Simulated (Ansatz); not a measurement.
# Y on Be(0001): change of the work function, part 3 of 5

How does Y on the fcc site change the work function of Be(0001) as the layer fills?

Ansatz 0.2.0; plane-wave DFT, PBE, Ansatz PAW (the session's first sound run).

So far, work function, upper face (eV): step 2 (the clean slab) 5.30; step 3 (65 atoms, coverage 0.0625 ML, cell 4x4) 2.65.

### Step 4. Adsorbate added, k-mesh 5×5×1, coverage 0.111 ML

System of this step: Y/Be(0001). The cell holds 37 atoms: 36 Be and 1 Y. Cell: a = 6.870 Å, b = 6.870 Å, c = 26.125 Å, α = 90.0°, β = 90.0°, γ = 60.0°. Vacuum lies along c.

Another coverage, to see how the dipoles act on each other as their distance changes.

input.yaml

```yaml
crystal:
  lattice:
    - [6.8700000001, 0.0, 0.0]
    - [3.435, 5.949594524, 0.0]
    - [0.0, 0.0, 26.124874172]
  atoms:
    - { symbol: Be, position: [0.2222222222, 0.2222222222, 0.3444992669] }
    - { symbol: Be, position: [0.0, 0.0, 0.4131776839] }
    - { symbol: Be, position: [0.2222222222, 0.2222222222, 0.4820921046] }
    - { symbol: Be, position: [0.0, 0.0, 0.5522929924] }
    - { symbol: Be, position: [0.2222222222, 0.5555555556, 0.3444992669] }
    - { symbol: Be, position: [0.0, 0.3333333333, 0.4131776839] }
    - { symbol: Be, position: [0.2222222222, 0.5555555556, 0.4820921046] }
    - { symbol: Be, position: [0.0, 0.3333333333, 0.5522929924] }
    - { symbol: Be, position: [0.2222222222, 0.8888888889, 0.3444992669] }
    - { symbol: Be, position: [0.0, 0.6666666667, 0.4131776839] }
    - { symbol: Be, position: [0.2222222222, 0.8888888889, 0.4820921046] }
    - { symbol: Be, position: [0.0, 0.6666666667, 0.5522929924] }
    - { symbol: Be, position: [0.5555555556, 0.2222222222, 0.3444992669] }
    - { symbol: Be, position: [0.3333333333, 0.0, 0.4131776839] }
    - { symbol: Be, position: [0.5555555556, 0.2222222222, 0.4820921046] }
    - { symbol: Be, position: [0.3333333333, 0.0, 0.5522929924] }
    - { symbol: Be, position: [0.5555555556, 0.5555555556, 0.3444992669] }
    - { symbol: Be, position: [0.3333333333, 0.3333333333, 0.4131776839] }
    - { symbol: Be, position: [0.5555555556, 0.5555555556, 0.4820921046] }
    - { symbol: Be, position: [0.3333333333, 0.3333333333, 0.5522929924] }
    - { symbol: Be, position: [0.5555555556, 0.8888888889, 0.3444992669] }
    - { symbol: Be, position: [0.3333333333, 0.6666666667, 0.4131776839] }
    - { symbol: Be, position: [0.5555555556, 0.8888888889, 0.4820921046] }
    - { symbol: Be, position: [0.3333333333, 0.6666666667, 0.5522929924] }
    - { symbol: Be, position: [0.8888888889, 0.2222222222, 0.3444992669] }
    - { symbol: Be, position: [0.6666666667, 0.0, 0.4131776839] }
    - { symbol: Be, position: [0.8888888889, 0.2222222222, 0.4820921046] }
    - { symbol: Be, position: [0.6666666667, 0.0, 0.5522929924] }
    - { symbol: Be, position: [0.8888888889, 0.5555555556, 0.3444992669] }
    - { symbol: Be, position: [0.6666666667, 0.3333333333, 0.4131776839] }
    - { symbol: Be, position: [0.8888888889, 0.5555555556, 0.4820921046] }
    - { symbol: Be, position: [0.6666666667, 0.3333333333, 0.5522929924] }
    - { symbol: Be, position: [0.8888888889, 0.8888888889, 0.3444992669] }
    - { symbol: Be, position: [0.6666666667, 0.6666666667, 0.4131776839] }
    - { symbol: Be, position: [0.8888888889, 0.8888888889, 0.4820921046] }
    - { symbol: Be, position: [0.6666666667, 0.6666666667, 0.5522929924] }
    - { symbol: "Y", position: [0.1111111111, 0.1111111111, 0.6555007331] }
kpoints:
  mp_grid: { grid: [5, 5, 1] }
hamiltonian:
  xc: pbe
scf:
  occupations: { method: fermi_dirac, width: 0.1 }
  convergence: { dr2_threshold: 1.0e-08 }
efield:
  axis: 3
  dipole_correction: true
  ramp_position: 0.97
  ramp_width: 0.06
relax:
  f_tol: 0.02
  max_steps: 60
  constraints:
    - { sites: [0, 1, 4, 5, 8, 9, 12, 13, 16, 17, 20, 21, 24, 25, 28, 29, 32, 33] }
output:
  bader: true
  write_potential: true
  write_density: true
  volumetric_format: npy
```

On the command line:

```console
$ ansatz run input.yaml --threads 4 --pin off --max-ram 6144MiB --backend cpu --events-out ev --progress --plain --runs-dir out
```

Numbers of over 12 decimals in the logs are rounded to 6 here.

Log:

```text
[...]
Crystal: 37 atoms, lattice volume = 1067.821 Å³
Basis set: ecut = 420 eV, 20907 PW (Γ), exchange–correlation on 96×96×360 points (8 copies of the dense FFT grid, shifted against one another)
Bands: 79, of which v1, the nominal top of the filled ones, is band 42 counted from 1 (41 counted from 0)
Symmetry: 6 space group operations
[...]
k-points: 5 of 25 (time reversal used)
[...]
SCF iter   1: F=—  HF=-7179.007658 eV  |F-HF|=—  |Δ(HF+E_count)|=         —  Δρ=1.18e-2  dr2=4.92e1  ethr=1.77e-3  p=0.903 e·Å  D=1.53e-1 V/Å  ΔV_dip=-4.00 eV  dr2_dipole=2.56e1  V_vac-E_F(+/−)=1.65/5.65 eV  ⟨swp⟩=13.8  Hψ=3538  notcnv=0  defer=45
[...]
SCF iter  12: F=-7178.037037 eV  HF=-7178.037037 eV  |F-HF|=3.61e-9  |Δ(HF+E_count)|=   2.20e-8  Δρ=4.25e-7  dr2=4.94e-9  ethr=1.20e-11  p=0.509 e·Å  D=8.62e-2 V/Å  ΔV_dip=-2.25 eV  dr2_dipole=6.95e-10  V_vac-E_F(+/−)=3.03/5.28 eV  ⟨swp⟩=10.2  Hψ=2298  notcnv=0
SCF 1 converged in 12 iterations: F = -7178.037037 eV  dr2 = 4.94e-9
[...]
relax step   1: F+E_penalty+E_count = -7178.03703684 eV  Δ(F+E_penalty+E_count) = +0.000e0 eV  max|allowed force component| = 2.352e0 eV/Å  Δτ_max = 0.0000 Å  (12 SCF iters, accepted)
[...]
SCF iter  10: F=-7178.483489 eV  HF=-7178.483489 eV  |F-HF|=1.84e-8  |Δ(HF+E_count)|=   8.65e-8  Δρ=5.29e-7  dr2=8.73e-9  ethr=1.20e-11  p=0.561 e·Å  D=9.50e-2 V/Å  ΔV_dip=-2.48 eV  dr2_dipole=3.02e-10  V_vac-E_F(+/−)=2.78/5.26 eV  ⟨swp⟩=8.0  Hψ=2418  notcnv=0
SCF 2 converged in 10 iterations: F = -7178.483489 eV  dr2 = 8.73e-9
relax step   2: F+E_penalty+E_count = -7178.48348936 eV  Δ(F+E_penalty+E_count) = -4.465e-1 eV  max|allowed force component| = 1.917e0 eV/Å  Δτ_max = 0.1970 Å  (10 SCF iters, accepted)
SCF iter   1: F=—  HF=-7178.848877 eV  |F-HF|=—  |Δ(HF+E_count)|=         —  Δρ=2.64e-3  dr2=2.42e-1  ethr=2.14e-3  p=0.561 e·Å  D=9.50e-2 V/Å  ΔV_dip=-2.48 eV  dr2_dipole=9.07e-2  V_vac-E_F(+/−)=2.77/5.25 eV  ⟨swp⟩=4.4  Hψ=1060  notcnv=0  defer=79
[...]
SCF iter  10: F=-7178.806534 eV  HF=-7178.806534 eV  |F-HF|=6.73e-9  |Δ(HF+E_count)|=   3.76e-8  Δρ=3.57e-7  dr2=7.60e-9  ethr=1.20e-11  p=0.625 e·Å  D=1.06e-1 V/Å  ΔV_dip=-2.77 eV  dr2_dipole=7.90e-10  V_vac-E_F(+/−)=2.49/5.26 eV  ⟨swp⟩=10.4  Hψ=2236  notcnv=0
SCF 3 converged in 10 iterations: F = -7178.806534 eV  dr2 = 7.60e-9
relax step   3: F+E_penalty+E_count = -7178.80653410 eV  Δ(F+E_penalty+E_count) = -3.230e-1 eV  max|allowed force component| = 9.749e-1 eV/Å  Δτ_max = 0.1966 Å  (10 SCF iters, accepted)
[...]
relax step   4: F+E_penalty+E_count = -7179.01136565 eV  Δ(F+E_penalty+E_count) = -2.048e-1 eV  max|allowed force component| = 1.804e-1 eV/Å  Δτ_max = 0.1950 Å  (9 SCF iters, accepted)
[...]
relax step   5: F+E_penalty+E_count = -7179.04399310 eV  Δ(F+E_penalty+E_count) = -3.263e-2 eV  max|allowed force component| = 5.043e-2 eV/Å  Δτ_max = 0.0909 Å  (11 SCF iters, accepted)
SCF iter   1: F=—  HF=-7179.045042 eV  |F-HF|=—  |Δ(HF+E_count)|=         —  Δρ=2.06e-4  dr2=2.87e-3  ethr=5.13e-5  p=0.707 e·Å  D=1.20e-1 V/Å  ΔV_dip=-3.13 eV  dr2_dipole=7.70e-4  V_vac-E_F(+/−)=2.14/5.26 eV  ⟨swp⟩=2.0  Hψ=729  notcnv=0  defer=74
[...]
SCF iter   7: F=-7179.044688 eV  HF=-7179.044688 eV  |F-HF|=5.06e-9  |Δ(HF+E_count)|=   4.69e-8  Δρ=3.85e-7  dr2=3.76e-9  ethr=1.20e-11  p=0.704 e·Å  D=1.19e-1 V/Å  ΔV_dip=-3.12 eV  dr2_dipole=3.30e-11  V_vac-E_F(+/−)=2.15/5.26 eV  ⟨swp⟩=7.8  Hψ=2356  notcnv=0
SCF 6 converged in 7 iterations: F = -7179.044688 eV  dr2 = 3.76e-9
relax step   6: F+E_penalty+E_count = -7179.04468779 eV  Δ(F+E_penalty+E_count) = -6.947e-4 eV  max|allowed force component| = 3.978e-3 eV/Å  Δτ_max = 0.0096 Å  (7 SCF iters, accepted)
[...]
SCF converged after 7 iterations
Free energy (F): -7179.044688 eV
[...]
Internal energy: -7178.771618 eV  (E = F + TS)
E sigma→0 (E₀):  -7178.908153 eV
Entropy (-TS):   -0.273070 eV (-7.380 meV/atom)
Fermi energy:    -0.188878 eV
Dipole field:    D = 0.119338 V/Å  (p = 0.704232 e·Å, saw-weighted, corrected)
Work function:   Φ+ = 2.1460 eV   Φ− = 5.2637 eV
[...]
--- Forces (eV/Å), atoms counted from 1 ---
  atom   1  Be     0.00633000     0.00365463    -0.09242945
  atom   2  Be    -0.01162625    -0.00671242    -0.04834151
  atom   3  Be     0.00053095     0.00030654     0.00122748
  atom   4  Be    -0.00101161    -0.00058405     0.00097371
  atom   5  Be     0.02518029    -0.01453785    -0.06761740
  atom   6  Be    -0.00000000     0.01342483    -0.04834151
  atom   7  Be     0.00067231    -0.00038816     0.00241556
  atom   8  Be    -0.00000000     0.00116810     0.00097371
  atom   9  Be     0.00000000    -0.00730925    -0.09242945
  atom  10  Be     0.04950944    -0.02858429     0.17508881
  atom  11  Be     0.00000000    -0.00061308     0.00122748
  atom  12  Be    -0.00146611     0.00084646     0.00223594
  atom  13  Be    -0.00000000     0.02907570    -0.06761740
  atom  14  Be     0.01162625    -0.00671242    -0.04834151
  atom  15  Be    -0.00000000     0.00077632     0.00241556
  atom  16  Be     0.00101161    -0.00058405     0.00097371
  atom  17  Be    -0.02518029    -0.01453785    -0.06761740
  atom  18  Be     0.07586142     0.04379861     0.13043564
  atom  19  Be    -0.00067231    -0.00038816     0.00241556
  atom  20  Be    -0.00134407    -0.00077600    -0.00092790
  atom  21  Be     0.03404780    -0.01965751    -0.09924683
  atom  22  Be     0.00000000    -0.08759722     0.13043564
  atom  23  Be    -0.00053492     0.00030884    -0.00397807
  atom  24  Be    -0.00000000     0.00155200    -0.00092790
  atom  25  Be    -0.00633000     0.00365463    -0.09242945
  atom  26  Be    -0.00000000     0.05716858     0.17508881
  atom  27  Be    -0.00053095     0.00030654     0.00122748
  atom  28  Be     0.00000000    -0.00169292     0.00223594
  atom  29  Be    -0.00000000     0.03931501    -0.09924683
  atom  30  Be    -0.07586142     0.04379861     0.13043564
  atom  31  Be     0.00000000    -0.00061767    -0.00397807
  atom  32  Be     0.00134407    -0.00077600    -0.00092790
  atom  33  Be    -0.03404780    -0.01965751    -0.09924683
  atom  34  Be    -0.04950944    -0.02858429     0.17508881
  atom  35  Be     0.00053492     0.00030884    -0.00397807
  atom  36  Be     0.00146611     0.00084646     0.00223594
  atom  37  Y     -0.00000000    -0.00000000     0.00043064
  max |Σ_I F_I| component: 6.14e-5 eV/Å
--- Band table (eV; the first three rows and the last of 5) ---
  k-point 0: bands = [... 38 lower, -0.5816, -0.1155, 0.0946, 0.0946, 0.0989, 0.1465, 0.5710, 0.5710, ... 33 higher]
  k-point 1: bands = [... 38 lower, -0.5411, -0.2614, -0.2481, -0.1698, 0.0595, 0.3836, 0.4764, 0.7052, ... 33 higher]
  k-point 2: bands = [... 38 lower, -0.5528, -0.5432, -0.3912, -0.3894, 0.1480, 0.2224, 0.3658, 0.6081, ... 33 higher]
  k-point 4: bands = [... 38 lower, -1.4138, -0.8399, -0.6944, -0.2499, -0.0407, 0.4465, 0.5475, 0.6999, ... 33 higher]
--- Relaxed structure (6 steps of the walk, 6 accepted, 0 SCFs on fresh bases) ---
  F+E_penalty+E_count = -7179.04468779 eV   max|allowed force component| = 3.978e-3 eV/Å
  atoms:
    - { symbol: Be, position: [0.222222, 0.222222, 0.344499] }
    - { symbol: Be, position: [1.1111101403313755e-11, 1.1111101403313757e-11, 0.413178] }
    - { symbol: Be, position: [0.223675, 0.223675, 0.480197] }
    - { symbol: Be, position: [-0.00303307, -0.00303307, 0.546188] }
    - { symbol: Be, position: [0.222222, 0.555556, 0.344499] }
    - { symbol: Be, position: [1.1111084274872951e-11, 0.333333, 0.413178] }
    - { symbol: Be, position: [0.221052, 0.556141, 0.483782] }
    - { symbol: Be, position: [-0.00303307, 0.339399, 0.546188] }
    - { symbol: Be, position: [0.222222, 0.888889, 0.344499] }
    - { symbol: Be, position: [-2.2222224060897133e-11, 0.666667, 0.413178] }
    - { symbol: Be, position: [0.223675, 0.885984, 0.480197] }
    - { symbol: Be, position: [-0.00109293, 0.667213, 0.554428] }
    - { symbol: Be, position: [0.555556, 0.222222, 0.344499] }
    - { symbol: Be, position: [0.333333, 1.1111101403313755e-11, 0.413178] }
    - { symbol: Be, position: [0.556141, 0.221052, 0.483782] }
    - { symbol: Be, position: [0.339399, -0.00303307, 0.546188] }
    - { symbol: Be, position: [0.555556, 0.555556, 0.344499] }
    - { symbol: Be, position: [0.333333, 0.333333, 0.413178] }
    - { symbol: Be, position: [0.556141, 0.556141, 0.483782] }
    - { symbol: Be, position: [0.330359, 0.330359, 0.554591] }
    - { symbol: Be, position: [0.555556, 0.888889, 0.344499] }
    - { symbol: Be, position: [0.333333, 0.666667, 0.413178] }
    - { symbol: Be, position: [0.558251, 0.887541, 0.481185] }
    - { symbol: Be, position: [0.330359, 0.672614, 0.554591] }
    - { symbol: Be, position: [0.888889, 0.222222, 0.344499] }
    - { symbol: Be, position: [0.666667, -2.2222234688031943e-11, 0.413178] }
    - { symbol: Be, position: [0.885984, 0.223675, 0.480197] }
    - { symbol: Be, position: [0.667213, -0.00109293, 0.554428] }
    - { symbol: Be, position: [0.888889, 0.555556, 0.344499] }
    - { symbol: Be, position: [0.666667, 0.333333, 0.413178] }
    - { symbol: Be, position: [0.887541, 0.558251, 0.481185] }
    - { symbol: Be, position: [0.672614, 0.330359, 0.554591] }
    - { symbol: Be, position: [0.888889, 0.888889, 0.344499] }
    - { symbol: Be, position: [0.666667, 0.666667, 0.413178] }
    - { symbol: Be, position: [0.887541, 0.887541, 0.481185] }
    - { symbol: Be, position: [0.667213, 0.667213, 0.554428] }
    - { symbol: Y, position: [0.111111, 0.111111, 0.629858] }
--- Bader charges: 37 sites ---
  site symbol  charge [e]  shift [e] shared [e]
     0     Be     -0.0736     0.0000    -0.0925
     1     Be      0.7951     0.0000     0.1085
     2     Be      0.0758     0.0000    -0.1818
     3     Be     -1.5294     0.0028    -1.5294
     4     Be      0.1348     0.0000     0.1224
     5     Be      0.7953     0.0000     0.1082
     6     Be      0.6845     0.0000     0.6411
     7     Be     -1.5286     0.0028    -1.5286
     8     Be     -0.0626     0.0000    -0.0814
     9     Be      0.5792     0.0000     0.1630
    10     Be      0.0757     0.0000    -0.1819
    11     Be      0.0410     0.0006     0.0410
    12     Be      0.1348     0.0000     0.1224
    13     Be      0.7953     0.0000     0.1082
    14     Be      0.6844     0.0000     0.6410
    15     Be     -1.5286     0.0028    -1.5286
    16     Be      0.1349     0.0000     0.1227
    17     Be      0.3680     0.0006     0.0529
    18     Be      0.6845     0.0000     0.6410
    19     Be      0.4060     0.0007     0.4060
    20     Be      0.0716     0.0000     0.0515
    21     Be      0.3680     0.0006     0.0535
    22     Be      0.0308     0.0010    -0.1358
    23     Be      0.4060     0.0007     0.4060
    24     Be     -0.0625     0.0000    -0.0813
    25     Be      0.5792     0.0000     0.1630
    26     Be      0.0757     0.0000    -0.1820
    27     Be      0.0410     0.0006     0.0410
    28     Be      0.0716     0.0000     0.0515
    29     Be      0.3680     0.0006     0.0535
    30     Be      0.0726     0.0010    -0.0939
    31     Be      0.4060     0.0007     0.4060
    32     Be      0.0689     0.0000     0.0489
    33     Be      0.5792     0.0000     0.1634
    34     Be     -0.0556     0.0010    -0.2221
    35     Be      0.0410     0.0006     0.0410
    36      Y      1.0817     0.0002     1.0817
  maxima off the nuclei: 9, with 5.8099 electrons
[...]
charge, to which what the maxima have on the atom's side is counted
  estimated error of the sums over rays = 8.1e-4 e
```

Run time: 13 min. Hardware: 4 threads of Arm Neoverse N1, shared host; peak memory 1.9 GiB; 47 min of CPU time.

The steps of the relaxation:

```csv
step,energy less that of the first step (eV),largest force component (eV/Å)
1,0.0000,2.3524
2,-0.4465,1.9174
3,-0.7695,0.9749
4,-0.9743,0.1804
5,-1.0070,0.0504
6,-1.0077,0.0040
```

Forces are held to the 6 operations that the run works with; a distortion that breaks them can't arise in this run.

The atoms that moved most (Å):

```csv
atom,dx,dy,dz,length
Y37,0.000,0.000,-0.670,0.670
Be4,-0.031,-0.018,-0.159,0.164
Be16,0.031,-0.018,-0.159,0.164
Be8,0.000,0.036,-0.159,0.164
Be20,-0.031,-0.018,0.060,0.070
Be24,0.000,0.035,0.060,0.070
Be32,0.031,-0.018,0.060,0.070
Be12,-0.006,0.003,0.056,0.056
```

Final coordinates:

```
Be Y
1.0
     6.87000    0.00000    0.00000
     3.43500    5.94959    0.00000
     0.00000    0.00000   26.12487
Be Y
36 1
Direct
  0.22222 0.22222 0.34450
  0.00000 0.00000 0.41318
  0.22367 0.22367 0.48020
  0.99697 0.99697 0.54619
  0.22222 0.55556 0.34450
  0.00000 0.33333 0.41318
  0.22105 0.55614 0.48378
  0.99697 0.33940 0.54619
  0.22222 0.88889 0.34450
  0.00000 0.66667 0.41318
  0.22367 0.88598 0.48020
  0.99891 0.66721 0.55443
  0.55556 0.22222 0.34450
  0.33333 0.00000 0.41318
  0.55614 0.22105 0.48378
  0.33940 0.99697 0.54619
  0.55556 0.55556 0.34450
  0.33333 0.33333 0.41318
  0.55614 0.55614 0.48378
  0.33036 0.33036 0.55459
  0.55556 0.88889 0.34450
  0.33333 0.66667 0.41318
  0.55825 0.88754 0.48119
  0.33036 0.67261 0.55459
  0.88889 0.22222 0.34450
  0.66667 0.00000 0.41318
  0.88598 0.22367 0.48020
  0.66721 0.99891 0.55443
  0.88889 0.55556 0.34450
  0.66667 0.33333 0.41318
  0.88754 0.55825 0.48119
  0.67261 0.33036 0.55459
  0.88889 0.88889 0.34450
  0.66667 0.66667 0.41318
  0.88754 0.88754 0.48119
  0.66721 0.66721 0.55443
  0.11111 0.11111 0.62986
```

This step gave:

| Property | Result |
| --- | --- |
| energy at zero smearing | -7178.9082 eV |
| work function, upper face | 2.146 eV |
| work function, lower face | 5.264 eV |
| dipole along the normal | 0.7042 e·Å |
| step between the vacuum levels | -3.118 eV |

The relaxation took 6 steps and lowered the energy by 1.0 eV; the largest force on the free atoms ends at 0.0040 eV/Å.

The covered face has 2.15 eV, -3.15 eV against the clean one; the bare back face has moved by -0.04 eV, a measure of how thin the slab is.

(Continued in part 4 of 5.)

[Logs are printed without paths, hosts, clocks, repeated set-up lines and the standing remarks that a program may print on its own settings, such as how far it seeks lower states.]

[Hosts, paths, dates, database ids (printed as entryN), source tags and the programs' standing remarks are cut or masked in the printed files.]

[Maps of the electrostatic potential energy from Ansatz leave out the sawtooth potential of an applied field or a dipole correction, so their vacuum need not be flat; planar profiles and work functions include it.]
